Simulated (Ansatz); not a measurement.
# AgGeF3 (model cell, started as cubic perovskite with Ge in the octahedra): following an unstable mode, part 2 of 3

Aim: this structure of AgGeF3 (model cell, started as cubic perovskite with Ge in the octahedra) is to be tested for unstable modes, and one is followed downhill.

Ansatz 0.2.0; DFT PBEsol, scalar-relativistic, plane waves, PAW; PAW set soft_1.

So far, highest frequency on the path or at a solved wavevector (cm⁻¹): step 2 (the dispersion) 344. Also lowest frequency on the path (cm⁻¹): step 2 -190.

The structure was built from a prototype and need not be the compound's stable phase.

**4. The mode frozen in, largest atomic shift 0.22 Å**

The atoms are moved along the unstable eigenvector, the largest shift by 0.22 Å, with the cell fixed.

input.yaml

```yaml
crystal:
  lattice:
    - [4.2639971677, 0.0, 0.0]
    - [0.0, 4.2639971677, 0.0]
    - [0.0, 0.0, 4.2639971677]
  atoms:
    - { symbol: Ag, position: [0.0, -0.000729651, 0.0] }
    - { symbol: Ge, position: [0.5, 0.5062428414, 0.5] }
    - { symbol: F, position: [0.5, 0.5159357346, 0.0] }
    - { symbol: F, position: [0.5, -0.051594781, 0.5] }
    - { symbol: F, position: [0.0, 0.5159357346, 0.5] }
kpoints:
  mp_grid: { grid: [8, 8, 8] }
hamiltonian:
  xc: pbesol
  pseudopotentials: { kind: paw, azcp: { folder: soft_1 }, xc_functional: pbe }
scf:
  occupations: { method: methfessel_paxton, width: 0.2 }
output:
  forces: true
  stress: true
  eigenvalues: true
```

Run with:

```sh
> ansatz run input.yaml --threads 4 --pin off --max-ram 16384MiB --backend cpu --events-out ev --progress --plain --runs-dir out
```

Numbers of over 12 decimals in the logs are rounded to 6 here.

Output:

```text
[...]
Crystal: 5 atoms, lattice volume = 77.527 Å³
Basis set: ecut = 420 eV, 1503 PW (Γ), exchange–correlation on 60×60×60 points (8 copies of the dense FFT grid, shifted against one another)
Bands: 33, of which v1, the nominal top of the filled ones, is band 27 counted from 1 (26 counted from 0)
Symmetry: 8 space group operations
[...]
k-points: 75 of 512 (time reversal used)
[...]
k-point 0: bands = [... 23 lower, 3.4463, 3.5810, 3.5961, 3.5961, 6.9356, 13.7038, 13.7038, 13.8638, ... 2 higher]
  k-point 1: bands = [... 23 lower, 3.5199, 3.5927, 3.6369, 3.6660, 7.0947, 13.1945, 13.7244, 13.9034, ... 2 higher]
  k-point 2: bands = [... 23 lower, 3.6583, 3.7487, 3.7968, 4.1959, 7.5023, 12.2422, 13.7934, 13.9830, ... 2 higher]
  k-point 74: bands = [... 23 lower, 3.5163, 3.6920, 3.6921, 8.2491, 8.4826, 10.5421, 10.5421, 11.3980, ... 2 higher]
[key lines of the parts left out:]
SCF converged after 9 iterations
Free energy (F): -14175.657003 eV
Fermi energy:    7.425579 eV
P = ⅓ Tr σ = 1.1321 GPa (11.321 kbar)
```

The job ended after 6.5 s (4 threads of Arm Neoverse V2, shared host; peak memory 0.4 GiB).

Numbers from this step:

* pressure: 1.132 GPa
* energy from the undistorted cell: -6.822 meV/atom

The energy, extrapolated to zero smearing, is -6.82 meV/atom against the undistorted cell.

The run ends at a pressure of 1.13 GPa, with forces up to 0.40 eV/Å.

**5. Energy along the mode, all amplitudes (two of the runs are shown above)**

An imaginary frequency means negative curvature, so the energy should fall and then rise again as anharmonic terms take over.

Numbers from this step:

```
depth at the lowest point sampled  : 6.822 meV/atom
largest atomic shift at that point : 0.22 Å
```

Table of energy from the parent by largest atomic shift:

```
largest atomic shift (Å)  energy from the parent (meV/atom)
                   0.000                                  0
                   0.040                             -0.495
                   0.080                              -1.87
                   0.140                              -4.79
                   0.220                              -6.82
                   0.320                               5.75
```

Displacement at unit largest shift by atom:

```
atom  x (Å)  y (Å)  z (Å)  size
 Ag1   0.00  -0.01   0.00  0.01
 Ge2   0.00   0.12   0.00  0.12
  F3   0.00   0.31   0.00  0.31
  F4   0.00  -1.00   0.00  1.00
  F5   0.00   0.31   0.00  0.31
```

The lowest of the steps tried is at 0.22 Å, 6.82 meV/atom below the parent; the bottom of the well need not coincide with a step.

**6. Relaxation from the frozen mode**

Starting from the lowest point found, all atoms and the cell are let go, so that strain and other modes of the same symmetry can join in.

Changes to input.yaml since step 4:

```diff
@@ -22 +22,6 @@
   eigenvalues: true
+relax:
+  adjacent_minimum: "off"
+  f_tol: 0.002
+  max_steps: 120
+  cell: { stress_tol: 0.03 }
```

Output:

```text
[...]
Crystal: 5 atoms, lattice volume = 77.527 Å³
Basis set: ecut = 420 eV, 1503 PW (Γ), exchange–correlation on 60×60×60 points (8 copies of the dense FFT grid, shifted against one another)
Bands: 33, of which v1, the nominal top of the filled ones, is band 27 counted from 1 (26 counted from 0)
Symmetry: 8 space group operations
[...]
k-points: 75 of 512 (time reversal used)
[...]
SCF iter   1: F=—  HF=-14184.038895 eV  |F-HF|=—  |Δ(HF+E_count)|=         —  Δρ=2.12e-1  dr2=3.40e1  ethr=3.10e-3  ⟨swp⟩=5.2  Hψ=9084  notcnv=0
[...]
SCF iter   9: F=-14175.657003 eV  HF=-14175.657003 eV  |F-HF|=4.12e-8  |Δ(HF+E_count)|=   6.37e-7  S|Δr|=    0.00e0  Δρ=1.08e-5  dr2=5.36e-8  ethr=1.85e-10  ⟨swp⟩=9.6  Hψ=12411  notcnv=0
[...]
SCF 1 converged in 9 iterations: F = -14175.657003 eV  dr2 = 5.36e-8
[...]
relax step   1: F+E_penalty+E_count = -14175.65700276 eV  Δ(F+E_penalty+E_count) = +0.000e0 eV  max|allowed force component| = 3.989e-1 eV/Å  Δτ_max = 0.0000 Å  P = +1.132 GPa  Ω = 77.527 Å³  (9 SCF iters, dr2 threshold 1.00e-7 eV, accepted)
Crystal: 5 atoms, lattice volume = 78.714 Å³
Basis set: ecut = 420 eV, 1527 PW (Γ), exchange–correlation on 60×60×60 points (8 copies of the dense FFT grid, shifted against one another)
[...]
SCF iter   8: F=-14175.684983 eV  HF=-14175.684984 eV  |F-HF|=1.83e-7  |Δ(HF+E_count)|=   1.54e-7  S|Δr|=    0.00e0  Δρ=2.14e-5  dr2=4.60e-7  ethr=9.26e-10  ⟨swp⟩=5.0  Hψ=9656  notcnv=0
SCF 2 converged in 8 iterations: F = -14175.684983 eV  dr2 = 4.60e-7
relax step   2: F+E_penalty+E_count = -14175.68498334 eV  Δ(F+E_penalty+E_count) = -2.798e-2 eV  max|allowed force component| = 2.268e-1 eV/Å  Δτ_max = 0.0326 Å  P = +0.152 GPa  Ω = 78.714 Å³  energy of the carried Pulay correction = -2.336e-3 eV  (8 SCF iters, dr2 threshold 5.00e-7 eV, accepted)
Crystal: 5 atoms, lattice volume = 82.126 Å³
Basis set: ecut = 420 eV, 1591 PW (Γ), exchange–correlation on 60×60×60 points (8 copies of the dense FFT grid, shifted against one another)
[...]
SCF iter   9: F=-14175.841242 eV  HF=-14175.841242 eV  |F-HF|=5.21e-8  |Δ(HF+E_count)|=   7.72e-8  S|Δr|=    0.00e0  Δρ=7.70e-6  dr2=5.60e-8  ethr=9.26e-10  ⟨swp⟩=5.0  Hψ=9409  notcnv=0
SCF 3 converged in 9 iterations: F = -14175.841242 eV  dr2 = 5.60e-8
relax step   3: F+E_penalty+E_count = -14175.84124198 eV  Δ(F+E_penalty+E_count) = -1.563e-1 eV  max|allowed force component| = 5.349e-1 eV/Å  Δτ_max = 0.1757 Å  P = -2.358 GPa  Ω = 82.126 Å³  energy of the carried Pulay correction = -8.854e-3 eV  (9 SCF iters, dr2 threshold 5.00e-7 eV, accepted)
[... from here on, the SCF cycles and remarks between the steps are left out ...]
relax step   4: F+E_penalty+E_count = -14175.98957525 eV  Δ(F+E_penalty+E_count) = -1.483e-1 eV  max|allowed force component| = 7.223e-1 eV/Å  Δτ_max = 0.1980 Å  P = -1.974 GPa  Ω = 82.901 Å³  energy of the carried Pulay correction = -1.030e-2 eV  (8 SCF iters, dr2 threshold 5.00e-7 eV, accepted)
relax step   5: F+E_penalty+E_count = -14176.05436740 eV  Δ(F+E_penalty+E_count) = -6.479e-2 eV  max|allowed force component| = 3.571e-1 eV/Å  Δτ_max = 0.1952 Å  P = +1.214 GPa  Ω = 82.604 Å³  energy of the carried Pulay correction = -9.744e-3 eV  (8 SCF iters, dr2 threshold 5.00e-7 eV, accepted)
relax step   6: F+E_penalty+E_count = -14176.06503007 eV  Δ(F+E_penalty+E_count) = -1.066e-2 eV  max|allowed force component| = 3.706e-1 eV/Å  Δτ_max = 0.0230 Å  P = +0.187 GPa  Ω = 84.505 Å³  energy of the carried Pulay correction = -1.324e-2 eV  (7 SCF iters, dr2 threshold 5.00e-7 eV, accepted)
relax step   7: F+E_penalty+E_count = -14176.07130951 eV  Δ(F+E_penalty+E_count) = -6.279e-3 eV  max|allowed force component| = 1.132e-1 eV/Å  Δτ_max = 0.0391 Å  P = -0.467 GPa  Ω = 86.728 Å³  energy of the carried Pulay correction = -1.722e-2 eV  (8 SCF iters, dr2 threshold 5.00e-7 eV, accepted)
relax step   8: F+E_penalty+E_count = -14176.07721594 eV  Δ(F+E_penalty+E_count) = -5.906e-3 eV  max|allowed force component| = 4.771e-2 eV/Å  Δτ_max = 0.0392 Å  P = +0.136 GPa  Ω = 86.422 Å³  energy of the carried Pulay correction = -1.668e-2 eV  (7 SCF iters, dr2 threshold 5.00e-7 eV, accepted)
relax step   9: F+E_penalty+E_count = -14176.07695949 eV  Δ(F+E_penalty+E_count) = +2.565e-4 eV  max|allowed force component| = 1.772e-2 eV/Å  Δτ_max = 0.0228 Å  P = +0.040 GPa  Ω = 86.904 Å³  energy of the carried Pulay correction = -1.753e-2 eV  (7 SCF iters, dr2 threshold 1.42e-7 eV, accepted)
relax step  10: F+E_penalty+E_count = -14176.07691914 eV  Δ(F+E_penalty+E_count) = +4.035e-5 eV  max|allowed force component| = 4.194e-3 eV/Å  Δτ_max = 0.0041 Å  P = -0.005 GPa  Ω = 86.960 Å³  energy of the carried Pulay correction = -1.763e-2 eV  (7 SCF iters, dr2 threshold 1.96e-8 eV, accepted)
relax step  11: F+E_penalty+E_count = -14176.07689667 eV  Δ(F+E_penalty+E_count) = +2.248e-5 eV  max|allowed force component| = 2.962e-4 eV/Å  Δτ_max = 0.0006 Å  P = -0.001 GPa  Ω = 86.974 Å³  energy of the carried Pulay correction = -1.765e-2 eV  (6 SCF iters, dr2 threshold 1.10e-9 eV, accepted)
relax step  12: F+E_penalty+E_count = -14176.12528649 eV  Δ(F+E_penalty+E_count) = -4.839e-2 eV  max|allowed force component| = 5.518e-3 eV/Å  Δτ_max = 0.0000 Å  P = +0.898 GPa  Ω = 86.974 Å³  stress off target by 1.59e0 GPa  SCF on the basis re-selected at this cell (its energy is not comparable with the rows above)  (9 SCF iters)
relax step  13: F+E_penalty+E_count = -14176.13660740 eV  Δ(F+E_penalty+E_count) = -1.132e-2 eV  max|allowed force component| = 2.611e-2 eV/Å  Δτ_max = 0.0349 Å  P = +0.265 GPa  Ω = 90.059 Å³  energy of the carried Pulay correction = -6.477e-3 eV  (8 SCF iters, dr2 threshold 5.00e-7 eV, accepted)
relax step  14: F+E_penalty+E_count = -14176.13564377 eV  Δ(F+E_penalty+E_count) = +9.636e-4 eV  max|allowed force component| = 3.460e-2 eV/Å  Δτ_max = 0.0319 Å  P = +0.146 GPa  Ω = 92.452 Å³  energy of the carried Pulay correction = -1.307e-2 eV  (7 SCF iters, dr2 threshold 5.00e-7 eV, accepted)
relax step  15: F+E_penalty+E_count = -14176.13143870 eV  Δ(F+E_penalty+E_count) = +4.205e-3 eV  max|allowed force component| = 2.608e-1 eV/Å  Δτ_max = 0.0072 Å  P = -0.365 GPa  Ω = 93.131 Å³  energy of the carried Pulay correction = -1.523e-2 eV  (6 SCF iters, dr2 threshold 1.47e-7 eV, rejected (line search))
relax step  16: F+E_penalty+E_count = -14176.13443958 eV  Δ(F+E_penalty+E_count) = +1.204e-3 eV  max|allowed force component| = 1.518e-3 eV/Å  Δτ_max = 0.0033 Å  P = +0.009 GPa  Ω = 92.918 Å³  energy of the carried Pulay correction = -1.453e-2 eV  (11 SCF iters, accepted)
relax step  17: F+E_penalty+E_count = -14176.13399813 eV  Δ(F+E_penalty+E_count) = +4.415e-4 eV  max|allowed force component| = 6.867e-4 eV/Å  Δτ_max = 0.0017 Å  P = +0.001 GPa  Ω = 93.058 Å³  energy of the carried Pulay correction = -1.499e-2 eV  (7 SCF iters, dr2 threshold 2.40e-9 eV, accepted)
relax step  18: F+E_penalty+E_count = -14176.15313406 eV  Δ(F+E_penalty+E_count) = -1.914e-2 eV  max|allowed force component| = 3.240e-3 eV/Å  Δτ_max = 0.0000 Å  P = +0.104 GPa  Ω = 93.058 Å³  stress off target by 3.61e-1 GPa  SCF on the basis re-selected at this cell (its energy is not comparable with the rows above)  (8 SCF iters)
relax step  19: F+E_penalty+E_count = -14176.15278177 eV  Δ(F+E_penalty+E_count) = +3.523e-4 eV  max|allowed force component| = 5.387e-3 eV/Å  Δτ_max = 0.0123 Å  P = +0.038 GPa  Ω = 94.390 Å³  energy of the carried Pulay correction = -2.359e-3 eV  (7 SCF iters, dr2 threshold 3.26e-7 eV, accepted)
relax step  20: F+E_penalty+E_count = -14176.15160833 eV  Δ(F+E_penalty+E_count) = +1.173e-3 eV  max|allowed force component| = 5.649e-3 eV/Å  Δτ_max = 0.0100 Å  P = -0.001 GPa  Ω = 95.244 Å³  energy of the carried Pulay correction = -4.041e-3 eV  (7 SCF iters, dr2 threshold 6.30e-8 eV, accepted)
relax step  21: F+E_penalty+E_count = -14176.15152831 eV  Δ(F+E_penalty+E_count) = +8.002e-5 eV  max|allowed force component| = 3.813e-3 eV/Å  Δτ_max = 0.0020 Å  P = -0.006 GPa  Ω = 95.298 Å³  energy of the carried Pulay correction = -4.152e-3 eV  (7 SCF iters, dr2 threshold 1.99e-9 eV, accepted)
relax step  22: F+E_penalty+E_count = -14176.15157870 eV  Δ(F+E_penalty+E_count) = -5.040e-5 eV  max|allowed force component| = 9.250e-2 eV/Å  Δτ_max = 0.0061 Å  P = +0.106 GPa  Ω = 95.153 Å³  energy of the carried Pulay correction = -3.853e-3 eV  (8 SCF iters, dr2 threshold 9.09e-10 eV, rejected (line search))
relax step  23: F+E_penalty+E_count = -14176.15163927 eV  Δ(F+E_penalty+E_count) = -1.110e-4 eV  max|allowed force component| = 1.748e-3 eV/Å  Δτ_max = 0.0029 Å  P = -0.007 GPa  Ω = 95.251 Å³  energy of the carried Pulay correction = -4.054e-3 eV  (10 SCF iters, accepted)
relax step  24: F+E_penalty+E_count = -14176.15179476 eV  Δ(F+E_penalty+E_count) = -1.555e-4 eV  max|allowed force component| = 1.314e-3 eV/Å  Δτ_max = 0.0017 Å  P = +0.002 GPa  Ω = 95.177 Å³  energy of the carried Pulay correction = -3.902e-3 eV  (9 SCF iters, accepted)
relax step  25: F+E_penalty+E_count = -14176.15640070 eV  Δ(F+E_penalty+E_count) = -4.606e-3 eV  max|allowed force component| = 2.301e-3 eV/Å  Δτ_max = 0.0000 Å  P = +0.026 GPa  Ω = 95.177 Å³  stress off target by 1.15e-1 GPa  SCF on the basis re-selected at this cell (its energy is not comparable with the rows above)  (8 SCF iters)
relax step  26: F+E_penalty+E_count = -14176.15585952 eV  Δ(F+E_penalty+E_count) = +5.412e-4 eV  max|allowed force component| = 2.330e-3 eV/Å  Δτ_max = 0.0073 Å  P = +0.019 GPa  Ω = 95.684 Å³  energy of the carried Pulay correction = -8.486e-4 eV  (7 SCF iters, dr2 threshold 3.28e-8 eV, accepted)
relax step  27: F+E_penalty+E_count = -14176.15525549 eV  Δ(F+E_penalty+E_count) = +6.040e-4 eV  max|allowed force component| = 1.046e-3 eV/Å  Δτ_max = 0.0035 Å  P = +0.003 GPa  Ω = 96.061 Å³  energy of the carried Pulay correction = -1.506e-3 eV  (8 SCF iters, dr2 threshold 6.12e-9 eV, accepted)
relax step  28: F+E_penalty+E_count = -14176.15691764 eV  Δ(F+E_penalty+E_count) = -1.662e-3 eV  max|allowed force component| = 1.342e-3 eV/Å  Δτ_max = 0.0000 Å  P = +0.009 GPa  Ω = 96.061 Å³  stress off target by 4.22e-2 GPa  SCF on the basis re-selected at this cell (its energy is not comparable with the rows above)  (7 SCF iters)
relax step  29: F+E_penalty+E_count = -14176.15640883 eV  Δ(F+E_penalty+E_count) = +5.088e-4 eV  max|allowed force component| = 2.184e-3 eV/Å  Δτ_max = 0.0043 Å  P = +0.003 GPa  Ω = 96.405 Å³  energy of the carried Pulay correction = -5.650e-4 eV  (8 SCF iters, dr2 threshold 4.46e-9 eV, accepted)
relax step  30: F+E_penalty+E_count = -14176.15631294 eV  Δ(F+E_penalty+E_count) = +9.588e-5 eV  max|allowed force component| = 5.974e-3 eV/Å  Δτ_max = 0.0008 Å  P = -0.004 GPa  Ω = 96.462 Å³  energy of the carried Pulay correction = -6.603e-4 eV  (7 SCF iters, dr2 threshold 2.98e-10 eV, rejected (line search))
relax step  31: F+E_penalty+E_count = -14176.15636318 eV  Δ(F+E_penalty+E_count) = +4.565e-5 eV  max|allowed force component| = 9.386e-4 eV/Å  Δτ_max = 0.0003 Å  P = +0.002 GPa  Ω = 96.433 Å³  energy of the carried Pulay correction = -6.115e-4 eV  (8 SCF iters, accepted)
[...]
SCF iter   5: F=-14176.156989 eV  HF=-14176.156989 eV  |F-HF|=3.09e-11  |Δ(HF+E_count)|=  2.26e-10  S|Δr|=    0.00e0  Δρ=1.72e-7  dr2=1.66e-11  ethr=1.00e-12  ⟨swp⟩=6.6  Hψ=11041  notcnv=0
SCF 32 converged in 5 iterations: F = -14176.156989 eV  dr2 = 1.66e-11
relax step  32: F+E_penalty+E_count = -14176.15698888 eV  Δ(F+E_penalty+E_count) = -6.257e-4 eV  max|allowed force component| = 1.076e-3 eV/Å  Δτ_max = 0.0000 Å  P = +0.004 GPa  Ω = 96.433 Å³  stress off target by 1.88e-2 GPa  SCF on the basis re-selected at this cell (its energy is not comparable with the rows above)  (5 SCF iters)
[...]
SCF converged after 5 iterations
[...]
Free energy (F): -14176.156989 eV
[...]
Internal energy: -14176.156989 eV  (E = F + TS)
E sigma→0 (E₀):  -14176.156989 eV
Fermi energy:    4.748564 eV
Step filling:    the computed levels leave a gap of 2.1759 eV = 10.9 smearing widths at the electron count; against every level under it full and every level over it empty, smearing changes F+E_penalty+E_count by +4.35e-14 meV and its σ→0 estimate by -6.24e-13 meV
[...]
--- Forces (eV/Å), atoms counted from 1 ---
  atom   1  Ag     0.00000000    -0.00017822    -0.00000000
  atom   2  Ge     0.00000000    -0.00107663    -0.00000000
  atom   3  F     -0.00000000     0.00022425     0.00000000
  atom   4  F     -0.00000000     0.00080271     0.00000000
  atom   5  F      0.00000000     0.00022425    -0.00000000
  max |Σ_I F_I| component: 3.64e-6 eV/Å
--- Stress (GPa, compression-positive) ---
       -0.003349       0.000000       0.000000
        0.000000       0.018785       0.000000
        0.000000       0.000000      -0.003349
  P = ⅓ Tr σ = 0.0040 GPa (0.040 kbar)
--- Band table (eV; the first three rows and the last of 75) ---
  k-point 0: bands = [... 23 lower, 1.8940, 2.3049, 2.3049, 2.3355, 5.8402, 9.6754, 10.4659, 10.4659, ... 2 higher]
  k-point 1: bands = [... 23 lower, 1.8851, 2.1668, 2.3008, 2.3917, 5.9305, 9.6222, 10.3212, 10.4569, ... 2 higher]
  k-point 2: bands = [... 23 lower, 1.9095, 1.9873, 2.2898, 2.4104, 6.1592, 9.2893, 10.3176, 10.4333, ... 2 higher]
  k-point 74: bands = [... 23 lower, 1.6635, 1.6936, 2.6631, 3.6643, 7.3432, 7.7372, 7.7372, 9.8494, ... 2 higher]
--- Relaxed structure (27 steps of the walk, 24 accepted, 5 SCFs on fresh bases) ---
  F+E_penalty+E_count = -14176.15698888 eV   max|allowed force component| = 1.076e-3 eV/Å   (the final SCF, on the basis selected at the relaxed cell)
  cell:  # Å, volume = 96.4331 Å³
    - [4.346375, 0, 0]
    - [0, 5.104721, 0.0]
    - [0, 0.0, 4.346375]
  atoms:
    - { symbol: Ag, position: [0, -0.180365, 0] }
    - { symbol: Ge, position: [0.5, 0.543707, 0.5] }
    - { symbol: F, position: [0.5, 0.609412, 0.0] }
    - { symbol: F, position: [0.5, -0.096375, 0.5] }
    - { symbol: F, position: [0, 0.609412, 0.5] }
```

The job ended after 3 min (4 threads; peak memory 0.45 GiB; 12 min of CPU time).

Relaxation path (22 of 32):

```
step  energy less that of the first step (eV)  largest force component (eV/Å)  pressure (GPa)  volume (Å³)
   1                                   0.0000                          0.3989            1.13        77.53
   2                                  -0.0280                          0.2268            0.15        78.71
   4                                  -0.3326                          0.7223           -1.97        82.90
   5                                  -0.3974                          0.3571            1.21        82.60
   7                                  -0.4143                          0.1132           -0.47        86.73
   8                                  -0.4202                          0.0477            0.14        86.42
  10                                  -0.4199                          0.0042            0.00        86.96
  11                                  -0.4199                          0.0003            0.00        86.97
  13                                  -0.4796                          0.0261            0.26        90.06
  14                                  -0.4786                          0.0346            0.15        92.45
  16                                  -0.4774                          0.0015            0.01        92.92
  17                                  -0.4770                          0.0007            0.00        93.06
  19                                  -0.4958                          0.0054            0.04        94.39
  20                                  -0.4946                          0.0056            0.00        95.24
  22                                  -0.4946                          0.0925            0.11        95.15
  23                                  -0.4946                          0.0017           -0.01        95.25
 25*                                  -0.4994                          0.0023            0.03        95.18
  26                                  -0.4989                          0.0023            0.02        95.68
 28*                                  -0.4999                          0.0013            0.01        96.06
  29                                  -0.4994                          0.0022            0.00        96.41
  31                                  -0.4994                          0.0009            0.00        96.43
 32*                                  -0.5000                          0.0011            0.00        96.43
```

Relaxation steps marked * repeat the geometry before them on a plane-wave basis chosen anew for their cell, so energy and pressure can jump there. Other such steps can lie between the rows shown. Relaxation steps 15, 22, 30 were tried and not accepted.

The run keeps the 8 symmetry operations that it works with, so distortions that break them were not tested.

```
     cell as run  before  after   change
           a (Å)   4.264  4.346   +1.9 %
           b (Å)   4.264  5.105  +19.7 %
           c (Å)   4.264  4.346   +1.9 %
volume (Å³/atom)   15.51  19.29  +24.4 %
```

The atoms that moved most (Å, as changes of fractional coordinates times the final cell):

```
atom     dx      dy     dz  length
 Ag1  0.000  -0.917  0.000   0.917
  F3  0.000   0.477  0.000   0.477
  F5  0.000   0.477  0.000   0.477
  F4  0.000  -0.229  0.000   0.229
 Ge2  0.000   0.191  0.000   0.191
```

This step gave:

* pressure: 0.004029 GPa
* gap on the k-mesh: 2.176 eV
* volume per atom: 19.29 Å³

The distorted start has space group P4mm; the relaxation ends in P4mm.

(Continued in part 3 of 3.)

[Logs are printed without paths, hosts, clocks, repeated set-up lines and the standing remarks that a program may print on its own settings, such as how far it seeks lower states.]

[Hosts, paths, dates, database ids (printed as entryN), source tags and the programs' standing remarks are cut or masked in the printed files.]
